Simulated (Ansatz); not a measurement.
# SiO2 (P4_2/mnm): zone-centre modes under pressure, part 2 of 2

Wanted: Grüneisen parameters and pressure coefficients of the modes of SiO2 (P4_2/mnm).

Ansatz 0.2.0; DFT LDA, scalar-relativistic, plane waves, PAW; PAW set soft_1.

So far, highest optical mode at the zone centre (no LO-TO term) (cm⁻¹): step 5 (zone-centre response at rest) 947; step 7 (volume ratio 1.06) 877.

## Step 9: Modes of this member: 0.9 times the volume at rest

The zone-centre modes follow for 0.9 times the volume at rest, with the response to a field.

input.yaml

```yaml
crystal:
  lattice:
    - [3.9932141565, 0.0, 0.0]
    - [0.0, 3.9932141565, 0.0]
    - [0.0, 0.0, 2.593121704]
  atoms:
    - { symbol: O, position: [0.6974562196, 0.6974562196, 0.0] }
    - { symbol: O, position: [0.1974562196, 0.8025437804, 0.5] }
    - { symbol: O, position: [0.3025437804, 0.3025437804, 0.0] }
    - { symbol: O, position: [0.8025437804, 0.1974562196, 0.5] }
    - { symbol: Si, position: [0.5, 0.5, 0.5] }
    - { symbol: Si, position: [0.0, 0.0, 0.0] }
kpoints:
  mp_grid: { grid: [8, 8, 8] }
hamiltonian:
  xc: lda
  pseudopotentials: { kind: paw, azcp: { folder: soft_1 }, xc_functional: pbe }
scf:
  occupations: { method: fixed }
output:
  eigenvalues: true
phonons:
  method: dfpt
  dielectric: true
  rigid_motions: translations
```

Command:

```bash
> ansatz run input.yaml --threads 4 --pin off --max-ram 16384MiB --backend cpu --events-out ev --progress --plain --runs-dir out
```

Elapsed: 21 s, on 4 threads of Intel Xeon 6975P-C (Granite Rapids), shared host; peak memory 1.2 GiB; 80 s of CPU time.

This step gave:

```yaml
sum_rule_residual_before_enforcement: 2.21e-4 eV/Å²
miss_of_the_charge_sum_rule: 6.29e-5 e
highest_optical_mode_at_the_zone_centre_no_lo_to_term: 1091 cm⁻¹
lowest_optical_zone_centre_mode: 157.7 cm⁻¹
mean_high_frequency_dielectric_constant: 3.329
largest_born_charge_third_of_the_trace: 3.839 e
mean_static_dielectric_constant: 8.551
top_of_the_zone_centre_spectrum_with_the_field: 1183 cm⁻¹
```

Without the LO-TO term. Patterns of degenerate modes are one choice out of their space. Modes at Γ, with each element's share of the kinetic energy:

| mode | frequency (cm⁻¹) | symmetry | O % | Si % |
| --- | --- | --- | --- | --- |
| 1 | 0.0 | acoustic | 53 | 47 |
| 2 | 0.0 | acoustic | 53 | 47 |
| 3 | 0.0 | acoustic | 53 | 47 |
| 4 | 157.7 | B1g | 100 | 0 |
| 5 | 412.4 | B1u | 23 | 77 |
| 6 | 504.2 | Eu | 67 | 33 |
| 7 | 504.2 | Eu | 67 | 33 |
| 8 | 649.9 | A2g | 100 | 0 |
| 9 | 662.2 | Eg | 100 | 0 |
| 10 | 662.2 | Eg | 100 | 0 |
| 11 | 744.2 | Eu | 7 | 93 |
| 12 | 744.2 | Eu | 7 | 93 |
| 13 | 751.5 | A2u | 47 | 53 |
| 14 | 873.6 | B1u | 77 | 23 |
| 15 | 875.2 | A1g | 100 | 0 |
| 16 | 936.4 | Eu | 73 | 27 |
| 17 | 936.4 | Eu | 73 | 27 |
| 18 | 1091.4 | B2g | 100 | 0 |

Displacements in mode 4 (157.7 cm⁻¹), the largest set to 1:
```
O1  -1.00  1.00  0.00
O2  -1.00 -1.00  0.00
O3   1.00 -1.00  0.00
O4   1.00  1.00  0.00
Si5  0.00  0.00  0.00
Si6  0.00  0.00  0.00
```

Displacements in mode 8 (649.9 cm⁻¹), the largest set to 1:
```
O1  -1.00  1.00  0.00
O2   1.00  1.00  0.00
O3   1.00 -1.00  0.00
O4  -1.00 -1.00  0.00
Si5  0.00  0.00  0.00
Si6  0.00  0.00  0.00
```

Transverse modes. Infrared lines, with heights relative to the strongest:

| position (cm⁻¹) | relative intensity |
| --- | --- |
| 158 | 0.0 |
| 412 | 0.0 |
| 504 | 77 |
| 650 | 0.0 |
| 662 | 0.0 |
| 744 | 17 |
| 752 | 100 |
| 874 | 0.0 |
| 875 | 0.0 |
| 936 | 88 |
| 1091 | 0.0 |

Without the LO-TO term the lowest optical mode is real, 158 cm⁻¹, and the highest lies at 1091.4 cm⁻¹.

Between step 5 and this run (volume ratio 0.9) the value for the highest optical mode at the zone centre (no LO-TO term) moves from 947 cm⁻¹ to 1091 cm⁻¹ (+15 %).

## Step 10: The series together

The members are set side by side, also those not shown above.

Each row is one cell with its response, relaxed at fixed volume as far as symmetry leaves anything free; energies are extrapolated to zero smearing, and E0 is that at rest; the axis is the Cartesian z axis of the cell; shape and atoms are relaxed in each cell where symmetry leaves them free. State of the crystal along the series:

| volume ratio | V (Å³/atom) | pressure (GPa) | E - E0 (meV/atom) | first cell vector (Å) | third cell vector (Å) | gap on mesh (eV) | ε∞ along the axis | ε∞ across the axis, mean | ε0 along the axis | ε0 across the axis, mean | largest Born charge in size, a third of the trace (e) | top mode with the field, highest of q along x, y and z (cm⁻¹) |
| --- | --- | --- | --- | --- | --- | --- | --- | --- | --- | --- | --- | --- |
| 0.9 | 6.891 | 41.82 | 90.54 | 3.993 | 2.593 | 6.647 | 3.446 | 3.27 | 7.972 | 8.84 | 3.839 | 1183 |
| 0.92 | 7.045 | 31.48 | 55.63 | 4.025 | 2.609 | 6.613 | 3.466 | 3.288 | 8.194 | 9.148 | 3.851 | 1151 |
| 0.94 | 7.198 | 22.23 | 30.02 | 4.057 | 2.623 | 6.578 | 3.487 | 3.308 | 8.414 | 9.509 | 3.863 | 1120 |
| 0.96 | 7.351 | 13.95 | 12.82 | 4.09 | 2.637 | 6.5 | 3.509 | 3.329 | 8.63 | 9.939 | 3.875 | 1091 |
| 0.98 | 7.504 | 6.562 | 3.074 | 4.122 | 2.65 | 6.147 | 3.53 | 3.351 | 8.838 | 10.46 | 3.886 | 1066 |
| 0.99 | 7.581 | 3.184 | 0.7366 | 4.138 | 2.656 | 5.979 | 3.541 | 3.363 | 8.937 | 10.76 | 3.892 | 1058 |
| 1 | 7.657 | 0.002795 | 0 | 4.155 | 2.661 | 5.816 | 3.552 | 3.375 | 9.032 | 11.1 | 3.897 | 1050 |
| 1.02 | 7.81 | -5.795 | 2.826 | 4.188 | 2.671 | 5.506 | 3.573 | 3.4 | 9.208 | 11.91 | 3.907 | 1035 |
| 1.04 | 7.964 | -10.88 | 10.84 | 4.222 | 2.68 | 5.217 | 3.594 | 3.426 | 9.358 | 12.97 | 3.917 | 1021 |
| 1.06 | 8.117 | -15.28 | 23.39 | 4.257 | 2.687 | 4.953 | 3.613 | 3.452 | 9.476 | 14.42 | 3.926 | 1009 |

Without the LO-TO term; each mode is tracked from rest by its pattern, and modes that stay within 0.3 cm⁻¹ of each other stand once; the 10 lowest of 11 levels; shape and atoms are relaxed in each cell where symmetry leaves them free. Optical modes along the series:

| V (Å³/atom) | mode 4 B1g (cm⁻¹) | mode 5 B1u (cm⁻¹) | mode 6 Eu (cm⁻¹) | mode 8 Eg (cm⁻¹) | mode 10 Eu (cm⁻¹) | mode 12 A2g (cm⁻¹) | mode 13 A2u (cm⁻¹) | mode 14 A1g (cm⁻¹) | mode 15 B1u (cm⁻¹) | mode 16 Eu (cm⁻¹) |
| --- | --- | --- | --- | --- | --- | --- | --- | --- | --- | --- |
| 6.891 | 157.7 | 412.4 | 504.2 | 662.2 | 744.2 | 649.9 | 751.5 | 875.2 | 873.6 | 936.4 |
| 7.045 | 175.2 | 406.7 | 498 | 644.7 | 715.4 | 637 | 729.7 | 847.6 | 847.4 | 906.8 |
| 7.198 | 189.3 | 400.9 | 491.5 | 628.1 | 684.7 | 624.5 | 709.4 | 821.5 | 822.8 | 880.9 |
| 7.351 | 200.9 | 395.1 | 484.3 | 612.5 | 652.5 | 612.4 | 690.7 | 797.1 | 799.6 | 858.5 |
| 7.504 | 210.5 | 389.4 | 476 | 597.7 | 619.2 | 600.6 | 673.6 | 774.3 | 778 | 839.2 |
| 7.581 | 214.7 | 386.5 | 471.1 | 590.7 | 602.4 | 594.8 | 665.6 | 763.6 | 767.7 | 830.7 |
| 7.657 | 218.4 | 383.6 | 465.6 | 583.8 | 585.8 | 589.1 | 658.2 | 753.4 | 757.9 | 822.9 |
| 7.81 | 225.1 | 378.1 | 451.6 | 570.9 | 554.3 | 577.8 | 644.5 | 734.3 | 739.3 | 809 |
| 7.964 | 230.5 | 372.6 | 430.9 | 558.8 | 527.2 | 566.7 | 632.7 | 717.3 | 722.4 | 797.5 |
| 8.117 | 234.9 | 367.3 | 401 | 547.6 | 506.9 | 555.7 | 623 | 702.5 | 707.2 | 788.2 |

From cubic fits (parabolas where under five rows exist) of ln ω and P against ln V through the rows within about 4 % of rest: γ = −d ln ω / d ln V and dω/dP = γ ω / B. Slopes at rest:

| mode | fitted frequency at rest (cm⁻¹) | Grüneisen parameter γ | dω/dP (cm⁻¹/GPa) |
| --- | --- | --- | --- |
| mode 4 B1g | 218.5 | -1.67 | -1.18 |
| mode 5 B1u | 383.7 | 0.74 | 0.92 |
| mode 6 Eu | 465.8 | 1.26 | 1.91 |
| mode 8 Eg | 583.8 | 1.15 | 2.18 |
| mode 10 Eu | 585.7 | 2.81 | 5.33 |
| mode 12 A2g | 589.1 | 0.97 | 1.85 |
| mode 13 A2u | 658.1 | 1.11 | 2.36 |
| mode 14 A1g | 753.4 | 1.33 | 3.25 |
| mode 15 B1u | 757.8 | 1.28 | 3.13 |
| mode 16 Eu | 822.9 | 0.92 | 2.44 |
| mode 18 B2g | 947.2 | 1.35 | 4.14 |

## Step 11: Summary of results

```json
{
 "members": "10",
 "highest optical mode at the zone centre (no LO-TO term), at rest": "947.2 cm⁻¹",
 "bulk modulus at rest": "308 GPa",
 "mode 14 A1g, γ": "1.33",
 "mode 15 B1u, γ": "1.28",
 "mode 16 Eu, γ": "0.92",
 "mode 18 B2g, γ": "1.35"
}
```

The series spans -15.3 to 41.8 GPa, and the slope at rest gives a bulk modulus of 308 GPa. Among the modes in the table of slopes γ runs from -1.67 (mode 4 B1g) to 2.81 (mode 10 Eu). A negative γ means that the mode softens under pressure. ε∞ along z is 3.55 at rest, with d ln ε∞ / d ln V = 0.30. One k mesh and one cutoff serve the ground states and modes of all volumes; the field response picks its own mesh. These are harmonic frequencies at zero temperature: anharmonic shifts, linewidths and thermal expansion are left out. The PAW files were made for PBE; the program adapts parts of them to the functional of the run, but their partial waves stay those of PBE, an approximation that was not tested in this session. Only the zone centre was solved, so an instability at another wavevector cannot show here.

[Logs are printed without paths, hosts, clocks, repeated set-up lines and the standing remarks that a program may print on its own settings, such as how far it seeks lower states.]

[Hosts, paths, dates, database ids (printed as entryN), source tags and the programs' standing remarks are cut or masked in the printed files.]
